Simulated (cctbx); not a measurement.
# Lattice, Laue class and space group of a new crystal

Cell: a = 4.1810 Å, b = 4.1810 Å, c = 4.1810 Å, α = 90.00°, β = 90.00°, γ = 90.00°. Expected content of the cell: Cd3 Ti1 O1.

The data are simulated with cctbx, not measured: Mo Kα, λ = 0.71073 Å, to d = 0.65 Å, 80 % of the full sphere, strongest reflection 20000 counts, noise from counting, a 2 % proportional error and a noise floor of 8 counts (s.d.); no absorption, some extinction.

A first pass over the reflections prints:

```text
903 reflections to d = 0.653 A
centring   violations  <I/sigma> of those
    A        458 of   459     11.2
    B        459 of   460     11.4
    C        463 of   465     11.1
    I        467 of   467     18.6
    R        594 of   595     17.9
    F        690 of   692     11.2
Laue class    unique    Rint  (classes that these axes allow; Friedel mates merged)
P -1              555   0.017
P 1 2/m 1         320   0.019
P 1 1 2/m         321   0.019
P 2/m 1 1         319   0.020
P m m m           198   0.021
P 4/m             164   0.021
P 4/m m m         113   0.022
R -3 :R           192   0.020
R -3 m :R         121   0.021
P m -3             68   0.022
P m -3 m           48   0.022
space group    extra absences  I>4sigma  <I/sigma>
P 4 3 2                 0          0         -  acentric
P -4 3 m                0          0         -  acentric
P m -3 m                0          0         -  centric
Wilson B = 0.72 A^2   <|E^2-1|> = 0.857 (0.968 centric, 0.736 acentric)   E^2>4: 0.0 %
shell (A)         n   <I/sigma>
 4.18 - 1.03     15     87.2
 1.03 - 0.82     11     79.4
 0.82 - 0.72     10     66.6
 0.72 - 0.65     12     73.5
```

Q: Read the symmetry from these tables.

Every centring test has many violations, so the lattice is primitive.

Rint stays low (0.017 to 0.022) up to P m -3 m, the highest class in these axes.

3 settings pass the absence test. No glide or screw absences show, which leaves P 4 3 2, P -4 3 m and P m -3 m.

⟨|E²−1|⟩ = 0.857 lies between the two ideal values. The Wilson B of 0.72 Å² means U ≈ 0.0091 Å².

The true group is Pm-3m (no. 221), Laue class m-3m, centrosymmetric. The tables only narrow the choice to the tied entries; cell content, site symmetry and trial solutions must settle it.

The model was made for the exercise: a known structure type with other elements put in, its volume estimated, not relaxed; displacement parameters are assumed.

[Logs are printed without paths, hosts, clocks, repeated set-up lines and the standing remarks that a program may print on its own settings, such as how far it seeks lower states.]
